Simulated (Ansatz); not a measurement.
Planning a GW calculation on BaTlI3 (cubic perovskite) (Pm-3m).

The structure was built from a prototype and need not be the compound's stable phase.

It takes space group Pm-3m (No. 221, cubic). Conventional cell: a = 6.572 Å, b = 6.572 Å, c = 6.572 Å, α = 90.00°, β = 90.00°, γ = 90.00°. Nearest to Tl lie 12 I at 4.65 Å. Nearest to Ba lie 6 I at 3.29 Å. Nearest to I lie 2 Ba at 3.29 Å. It derives from Ba1I3Tl1. Farther neighbours and most contacts between anions are not listed.

```
Tl Ba I
1.0
     6.57174    0.00000    0.00000
     0.00000    6.57174    0.00000
     0.00000    0.00000    6.57174
Tl Ba I
1 1 3
Cartesian
  0.0000 0.0000 0.0000
  3.2859 3.2859 3.2859
  3.2859 3.2859 0.0000
  3.2859 0.0000 3.2859
  0.0000 3.2859 3.2859
```

The structure was relaxed with PBEsol. The structure type comes from a generator and need not be one that this composition takes. The runs that relaxed it are not among those shown. Spin-orbit coupling is left out unless a run names it. PAW set soft_2, made with PBE.

Runs so far (Ansatz 0.2.0, start PBEsol, default PAW files, 2×2×2 mesh). Times are wall times on 4 threads of Arm Neoverse V2, shared host, good to a factor of about two.

```tsv
bands summed	cutoff (eV)	gap on the mesh (eV)	time
176	36	3.815	8 s
430	72	3.971	31 s
```

Question: What should the next rung give, with 884 bands and screening to 120 eV, and where is the limit?

The error falls about as one over the bands when the cutoff rises with them. A line through the two highest rungs given predicts 4.026 eV; the run gave 4.104 eV, a miss of 0.078 eV, so the law fails here: the steps don't follow it yet. The two highest rungs put the limit near 4.231 eV, the pair below near 4.078 eV; neither can be trusted until a further rung is run.

Gaps are over the mesh's points; an edge off the mesh would be missed. Limits: not at the basis limit; no spin-orbit coupling; coarse k mesh.

[Paths, hosts, dates, memory and timing lines, banners, echoed tables and standing remarks are left out of the program output.]

[Logs are printed without paths, hosts, clocks, repeated set-up lines and the standing remarks that a program may print on its own settings, such as how far it seeks lower states.]

[Runs of the session that timed out or met a known fault of the program may be left out.]

[Cells called generated may have been cut or substituted from an entry of the Crystallography Open Database or the Materials Project.]

[Hosts, paths, dates, database ids (printed as entryN), source tags and the programs' standing remarks are cut or masked in the printed files.]
